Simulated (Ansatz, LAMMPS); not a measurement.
# Structural relaxation of amorphous Ge (61 atoms)

Aim: bring amorphous Ge (61 atoms) to a nearby minimum of the energy and see what moves.

Main program and level: Ansatz 0.2.0; Kohn-Sham DFT, PBE, PAW (set soft_2), plane waves.

### Step 1. Starting point

The cell holds 61 atoms: 61 Ge. Its edges and angles: a = 10.897 Å, b = 10.897 Å, c = 10.897 Å, α = 90.0°, β = 90.0°, γ = 90.0°. 61 atoms (61 Ge) placed at random at 5.68 g/cm³, melted at 3500 K for 10 ps at fixed volume with the Tersoff potential (Tersoff, Phys. Rev. B 39, 5566 (1989)). Quenched from 3500 K to 100 K at 5 K/ps and fixed volume, held 5 ps, then minimised at fixed cell.

Limits known from the start: The quench rate of 5 K/ps far exceeds what a furnace or splat quench reaches, so expect more defects and frozen-in strain than in a real sample. The starting topology of bonds comes from the classical model. Sampling is at Γ alone, for a cell whose shortest periodic width is 11 Å.

### Step 2. Making the structure

A classical potential makes the cell, at a small fraction of what the same run would cost in DFT.

This step: classical MD, Tersoff potential (Tersoff, Phys. Rev. B 39, 5566 (1989)) (LAMMPS 22 Jul 2025 - Update 4).

in.lmp

```
# melt-quench of Ge61
units metal
atom_style atomic
boundary p p p
region box block 0 10.8974 0 10.8974 0 10.8974
create_box 1 box
mass 1 72.6300   # Ge
create_atoms 1 random 61 281316 NULL overlap 1.99 maxtry 2000
pair_style tersoff
pair_coeff * * SiCGe.tersoff Ge
neigh_modify delay 0 every 1 check yes
thermo_style custom step time temp pe press density
thermo_modify norm yes
timestep 0.001
thermo 100
min_style cg
minimize 1e-4 1e-4 200 2000
reset_timestep 0
velocity all create 3500 281317 mom yes dist gaussian
fix lim all nve/limit 0.05
fix lan all langevin 3500 3500 0.1 281318 zero yes
thermo 500
run 1000 post no
unfix lim
unfix lan
thermo 1666
fix md all nvt temp 3500 3500 0.1
run 10000 post no
unfix md
thermo 68000
fix md all nvt temp 3500 100 0.1
run 680000 post no
unfix md
thermo 2500
fix md all nvt temp 100 100 0.1
run 5000 post no
unfix md
thermo 100
min_style cg
minimize 0 1e-3 2000 20000
write_dump all custom glass.dump id type xs ys zs modify sort id
```

The run is started by

```sh
$ lmp -in in.lmp -log none -nocite
```

Numbers of over 12 decimals in the logs are rounded to 6 here.

The log of the run:

```text
LAMMPS (22 Jul 2025 - Update 4)
Created orthogonal box = (0 0 0) to (10.8974 10.8974 10.8974)
Created 61 atoms
   Step          Time           Temp          PotEng         Press         Density
         0   0              0             -1.5422882      203154.3       5.6849449
        40   0.04           0             -3.0902606      27739.052      5.6849449
Loop time of 0.00847436 s on 1 MPI rank(s) for 40 steps with 61 atoms
Minimization stats:
  Stopping criterion = energy tolerance
  Energy initial, next-to-last, final =
      -1.5422882209755  -3.08996017621133  -3.09026059643052
  Force two-norm initial, final = 73.217649 2.1718212
[... 34 lines left out ...]
    696000   696            111.03267     -3.5130923      12971.351      5.6849449
Loop time of 0.488328 s on 1 MPI rank(s) for 5000 steps with 61 atoms
   Step          Time           Temp          PotEng         Press         Density
    696000   696            111.03267     -3.5130923      12971.351      5.6849449
    696100   696.1          111.03267     -3.5243906      8904.2048      5.6849449
    696137   696.137        111.03267     -3.5243908      8907.4477      5.6849449
Loop time of 0.0664625 s on 1 MPI rank(s) for 137 steps with 61 atoms
Minimization stats:
  Stopping criterion = force tolerance
  Energy initial, next-to-last, final =
     -3.51309225685706  -3.52439078686904  -3.52439078697166
  Force two-norm initial, final = 4.840048 0.00069212792
  Iterations, force evaluations = 137 642
```

The job ended after 86 s (1 thread of Arm Neoverse V2, shared host; peak memory 0.071 GiB).

### Step 3. Single point at the start

The forces at the start show how far the geometry lies from a minimum of this functional.

input.yaml

```yaml
crystal:
  lattice:
    - [10.8974, 0.0, 0.0]
    - [0.0, 10.8974, 0.0]
    - [0.0, 0.0, 10.8974]
  atoms:
    - { symbol: Ge, position: [0.47201, 0.23269, 0.12765] }
    - { symbol: Ge, position: [0.61779, 0.69871, 0.83892] }
    - { symbol: Ge, position: [0.37493, 0.96518, 0.35572] }
    - { symbol: Ge, position: [0.9814, 0.20673, 0.85353] }
    - { symbol: Ge, position: [0.68478, 0.25374, 0.18943] }
    - { symbol: Ge, position: [0.93797, 0.6081, 0.72333] }
    - { symbol: Ge, position: [0.51158, 0.59883, 0.12463] }
    - { symbol: Ge, position: [0.30127, 0.61946, 0.254] }
    - { symbol: Ge, position: [0.61244, 0.87321, 0.68162] }
    - { symbol: Ge, position: [0.05829, 0.83717, 0.45508] }
    - { symbol: Ge, position: [0.75089, 0.3469, 0.57008] }
    - { symbol: Ge, position: [0.79438, 0.3868, 0.34919] }
    - { symbol: Ge, position: [0.71707, 0.53366, 0.70938] }
    - { symbol: Ge, position: [0.83584, 0.32287, 0.99982] }
    - { symbol: Ge, position: [0.00417, 0.91035, 0.05271] }
    - { symbol: Ge, position: [0.04158, 0.46876, 0.58663] }
    - { symbol: Ge, position: [0.80137, 0.90214, 0.55829] }
    - { symbol: Ge, position: [0.97877, 0.51019, 0.37842] }
    - { symbol: Ge, position: [0.33877, 0.68654, 0.62582] }
    - { symbol: Ge, position: [0.36234, 0.13261, 0.87569] }
    - { symbol: Ge, position: [0.4066, 0.00716, 0.05844] }
    - { symbol: Ge, position: [0.19197, 0.00309, 0.1788] }
    - { symbol: Ge, position: [0.87673, 0.10477, 0.4816] }
    - { symbol: Ge, position: [0.2688, 0.77102, 0.42215] }
    - { symbol: Ge, position: [0.97917, 0.82566, 0.67426] }
    - { symbol: Ge, position: [0.69243, 0.00654, 0.85301] }
    - { symbol: Ge, position: [0.67407, 0.1316, 0.38543] }
    - { symbol: Ge, position: [0.69998, 0.76531, 0.39909] }
    - { symbol: Ge, position: [0.64221, 0.55708, 0.30856] }
    - { symbol: Ge, position: [0.59488, 0.93985, 0.30023] }
    - { symbol: Ge, position: [0.55624, 0.21581, 0.56678] }
    - { symbol: Ge, position: [0.91137, 0.71747, 0.33866] }
    - { symbol: Ge, position: [0.08305, 0.57862, 0.8961] }
    - { symbol: Ge, position: [0.35164, 0.77214, 0.05613] }
    - { symbol: Ge, position: [0.96818, 0.50841, 0.06601] }
    - { symbol: Ge, position: [0.5673, 0.66101, 0.56252] }
    - { symbol: Ge, position: [0.34426, 0.20233, 0.3113] }
    - { symbol: Ge, position: [0.63489, 0.9551, 0.07425] }
    - { symbol: Ge, position: [0.36848, 0.32459, 0.50086] }
    - { symbol: Ge, position: [0.89108, 0.71785, 0.11712] }
    - { symbol: Ge, position: [0.19856, 0.84006, 0.72967] }
    - { symbol: Ge, position: [0.39836, 0.65748, 0.85508] }
    - { symbol: Ge, position: [0.25769, 0.47387, 0.63575] }
    - { symbol: Ge, position: [0.46063, 0.00706, 0.5714] }
    - { symbol: Ge, position: [0.65682, 0.38124, 0.87316] }
    - { symbol: Ge, position: [0.18628, 0.25711, 0.94529] }
    - { symbol: Ge, position: [0.09047, 0.0495, 0.39037] }
    - { symbol: Ge, position: [0.47006, 0.42066, 0.9954] }
    - { symbol: Ge, position: [0.67896, 0.73842, 0.04804] }
    - { symbol: Ge, position: [0.27506, 0.45349, 0.86491] }
    - { symbol: Ge, position: [0.57134, 0.19106, 0.79355] }
    - { symbol: Ge, position: [0.4433, 0.52382, 0.41298] }
    - { symbol: Ge, position: [0.17684, 0.18245, 0.5559] }
    - { symbol: Ge, position: [0.83626, 0.0876, 0.09936] }
    - { symbol: Ge, position: [0.28097, 0.03902, 0.69472] }
    - { symbol: Ge, position: [0.12918, 0.46854, 0.22068] }
    - { symbol: Ge, position: [0.9511, 0.19976, 0.26949] }
    - { symbol: Ge, position: [0.16212, 0.24513, 0.17566] }
    - { symbol: Ge, position: [0.15858, 0.78298, 0.9424] }
    - { symbol: Ge, position: [0.92121, 0.98601, 0.84771] }
    - { symbol: Ge, position: [0.96486, 0.26076, 0.63594] }
kpoints:
  mp_grid: { grid: [1, 1, 1] }
hamiltonian:
  xc: pbe
scf:
  occupations: { method: fermi_dirac, width: 0.025 }
output:
  forces: true
  stress: true
  populations: intrinsic
  dos:
    method: { smearing: { sigma: 0.15 } }
    de: 0.1
    projected: { site_lists: { Ge: [Ge] } }
  eigenvalues: true
```

The run is started by

```sh
$ ansatz run input.yaml --threads 4 --pin off --max-ram 8192MiB --backend cpu --events-out ev --progress --plain --runs-dir out
```

The log of the run:

```text
Engine: ansatz 0.2.0, aarch64-unknown-linux-gnu
Pseudopotentials: kind: paw
Pseudopotential: Ge, paw, valence charge 14, recommended cutoff 420 eV (normal), Ge.paw.azcp
Functional definition: PBE
  parameter kappa = 0.804
  parameter beta = 0.066725
  exchange = pbe_x(kappa = kappa, mu = beta*pi^2/3)
  correlation = pbe_c(beta = beta)
Crystal: 61 atoms, lattice volume = 1294.103 Å³
Basis set: ecut = 420 eV, 25341 PW (Γ), exchange–correlation on 150×150×150 points (8 copies of the dense FFT grid, shifted against one another)
Bands: 513, of which v1, the nominal top of the filled ones, is band 427 counted from 1 (426 counted from 0)
Symmetry: 1 space group operations
Space group: P1 (ITA 1), of the structure as read, at distance tolerance 1.1e-4 Å
k-points: 1
Non-local potential: Ge, projectors of the file, l = 0: 2, l = 1: 2, l = 2: 3, l = 3: 1
PAW form: soft (Blöchl's): semilocal exchange-correlation on the pseudo side does not see the compensation charge
PAW one-centre angular grid: Ge, 590 points (default); XC on 64 Gauss nodes
Initial density: superposition of atomic densities (neutral atoms: chi_scale 0, normalization atom), corrected by the library's trained network
Initial wavefunctions: pseudopotential atomic-orbital guess
Functional: x = pbe(κ = 0.804, μ = 0.219515), c = pbe(β = 0.066725)
SCF iter   1: F=—  HF=-261973.522952 eV  |F-HF|=—  |Δ(HF+E_count)|=         —  Δρ=4.66e-3  dr2=7.90e-1  ethr=1.77e-3  ⟨swp⟩=6.0  Hψ=1817  notcnv=0
preconditioner: auto → LDOS  [metal: Δε(μ)=0.033 eV  Ē_g=22.268 eV  σ=0.025 eV  W_gap=0.31  n_scr=364 (ndim 8)  ℏωp=30.2 eV  f_vac=0.047  D(μ)=46.45/eV (n_scr^D=364)  β→1.0]
SCF iter   2: F=—  HF=-261973.387101 eV  |F-HF|=—  |Δ(HF+E_count)|=   1.36e-1  Δρ=2.64e-3  dr2=1.55e-1  ethr=9.25e-5  ⟨swp⟩=4.0  Hψ=1044  notcnv=0  defer=71
SCF iter   3: F=—  HF=-261973.352532 eV  |F-HF|=—  |Δ(HF+E_count)|=   3.46e-2  Δρ=9.49e-4  dr2=4.18e-2  ethr=1.81e-5  ⟨swp⟩=2.0  Hψ=884  notcnv=0  defer=71
SCF iter   4: F=—  HF=-261973.345879 eV  |F-HF|=—  |Δ(HF+E_count)|=   6.65e-3  Δρ=4.28e-4  dr2=9.93e-3  ethr=4.89e-6  ⟨swp⟩=2.0  Hψ=870  notcnv=0  defer=71
SCF iter   5: F=—  HF=-261973.344654 eV  |F-HF|=—  |Δ(HF+E_count)|=   1.22e-3  Δρ=1.94e-4  dr2=1.66e-3  ethr=1.16e-6  ⟨swp⟩=2.0  Hψ=528  notcnv=0  defer=71
SCF iter   6: F=—  HF=-261973.344357 eV  |F-HF|=—  |Δ(HF+E_count)|=   2.97e-4  Δρ=8.13e-5  dr2=2.96e-4  ethr=1.95e-7  ⟨swp⟩=2.0  Hψ=870  notcnv=0  defer=71
SCF iter   7: F=—  HF=-261973.344292 eV  |F-HF|=—  |Δ(HF+E_count)|=   6.52e-5  Δρ=3.84e-5  dr2=6.40e-5  ethr=3.47e-8  ⟨swp⟩=2.0  Hψ=519  notcnv=0  defer=71
SCF iter   8: F=—  HF=-261973.343358 eV  |F-HF|=—  |Δ(HF+E_count)|=   9.34e-4  Δρ=1.68e-5  dr2=1.39e-5  ethr=7.49e-9  ⟨swp⟩=2.0  Hψ=590  notcnv=0  defer=71
SCF iter   9: F=—  HF=-261973.343357 eV  |F-HF|=—  |Δ(HF+E_count)|=   1.35e-6  Δρ=7.83e-6  dr2=2.58e-6  ethr=1.62e-9  ⟨swp⟩=2.0  Hψ=846  notcnv=0  defer=71
SCF iter  10: F=—  HF=-261973.343357 eV  |F-HF|=—  |Δ(HF+E_count)|=   2.75e-7  Δρ=3.56e-6  dr2=4.37e-7  ethr=3.02e-10  ⟨swp⟩=2.0  Hψ=847  notcnv=0  defer=71
SCF iter  11: F=-261973.343357 eV  HF=-261973.343357 eV  |F-HF|=6.58e-8  |Δ(HF+E_count)|=   2.76e-8  Δρ=1.65e-6  dr2=8.79e-8  ethr=1.17e-11  ⟨swp⟩=9.0  Hψ=1883  notcnv=0
SCF 1 converged in 11 iterations: F = -261973.343357 eV  dr2 = 8.79e-8
  greatest PAW one-centre occupation: 0.998 electrons in one spin orbital (limit 2), on the Ge atom at site 41 (counted from 0), in its partial waves of l = 2
SCF converged after 11 iterations
Free energy (F): -261973.343357 eV
Harris-Foulkes:  -261973.343357 eV  (|F-HF|=6.58e-8)
Internal energy: -261973.244564 eV  (E = F + TS)
E sigma→0 (E₀):  -261973.293960 eV
Entropy (-TS):   -0.098792 eV (-1.620 meV/atom)
Fermi energy:    9.287219 eV
--- Per-component energies (eV) ---
  E_band       = -8389.729821
  E_kinetic    = 6817.029355
  E_local      = -146616.555459  (includes V_loc(G=0)·N_el)
  E_nonlocal   = 25468.029708
  E_hartree    = 64424.089109
  E_xc         = -4627.649498
  E_vxc        = -3962.165163  (∫ρ·V_xc dr)
  E_paw        = -123133.615111  (= ΣΔE_a)
  E_vpaw       = -18944.261864  (= ΣTr[D̂ρ^β])
  E_aug_tail   = 0.018367  (compensation charges beyond the density's cutoff)
  E_ewald      = -84304.591035
  E_smearing   = -0.098792  (= −TS)
  E_closure    = 0.000000  (closes the sum)
  Σ components = -261973.343357   (vs F -261973.343357, Δ=0.00e0)
--- Forces (eV/Å), atoms counted from 1 ---
  atom   1  Ge    -0.01459283     0.01561864    -0.18002630
  atom   2  Ge     0.15001735     0.23732479    -0.45559738
  atom   3  Ge     0.49783030    -0.07934822     0.13077399
  atom   4  Ge     0.03051481     0.11031198     0.05157316
  atom   5  Ge     0.16198425     0.26969073    -0.47207166
  atom   6  Ge    -0.28815742     0.22862896     0.33292293
  atom   7  Ge     0.49896815     0.31321001     0.29317620
  atom   8  Ge    -0.02084169    -0.12480568    -0.38945697
  atom   9  Ge    -0.49751618    -0.33181535     0.34009430
  atom  10  Ge     0.06907013     0.14337628     0.10467029
  atom  11  Ge     0.11962891     0.04085121     0.09904021
  atom  12  Ge     0.40207192     0.31943968    -0.22889037
  atom  13  Ge     0.44834634     0.27967336    -0.12252389
  atom  14  Ge     0.23476409     0.08641636     0.14358640
[...]
atom  60  Ge    -0.15200230    -0.05275678     0.12588749
  atom  61  Ge     0.31668362     0.29631317     0.03359158
  max |Σ_I F_I| component: 3.75e-5 eV/Å
--- Stress (GPa, compression-positive) ---
        6.514341      -0.540154      -1.056100
       -0.540154       6.452271       0.214807
       -1.056100       0.214807       7.922376
  P = ⅓ Tr σ = 6.9630 GPa (69.630 kbar)
--- Band table (eV) ---
  k-point 0: bands = ["-15.7186", "-15.6784", "-15.6605", "-15.6331", [... 497 levels ...], "14.3434", "14.3784", "14.4950", "14.5356", "14.6177", "14.6762", "14.7098", "14.7210", "14.8000", "14.8615", "14.9500", "14.9679"]
--- intrinsic populations: 61 sites ---
  site symbol       q [e]
     0     Ge     14.0568
     1     Ge     13.9643
     2     Ge     14.0419
[...]
60     Ge     14.0180
  spilling = 0.000000 (of n_electrons = 854.000000)
```

It took 31 s on 4 threads of Arm Neoverse V2, shared host; peak memory 1.9 GiB.

The run gave:

- free energy: -261973.3434 eV
- free energy per atom: -4294.6450 eV/atom
- SCF cycles: 11
- pressure: 6.963 GPa
- r.m.s. force component: 0.257 eV/Å
- longest force: 0.809 eV/Å
- Fermi energy: 9.287 eV
- levels partly filled by over 2 per cent: 4

The r.m.s. force component of 0.26 eV/Å and the pressure of 7.0 GPa set the starting point.

Neighbours are counted within 2.93 Å (Ge-Ge).

Length of the force by element and coordination:

| element | coordination | atoms | mean length of the force (eV/Å) | spread | least | most |
| --- | --- | --- | --- | --- | --- | --- |
| Ge | all | 61 | 0.411 | 0.170 | 0.0972 | 0.809 |
| Ge | 4 | 35 | 0.414 | 0.172 | 0.126 | 0.809 |
| Ge | 5 | 26 | 0.408 | 0.167 | 0.0972 | 0.688 |

[end of part 1 of 3]

[Logs are printed without paths, hosts, clocks, repeated set-up lines and the standing remarks that a program may print on its own settings, such as how far it seeks lower states.]

[Hosts, paths, dates, database ids (printed as entryN), source tags and the programs' standing remarks are cut or masked in the printed files.]
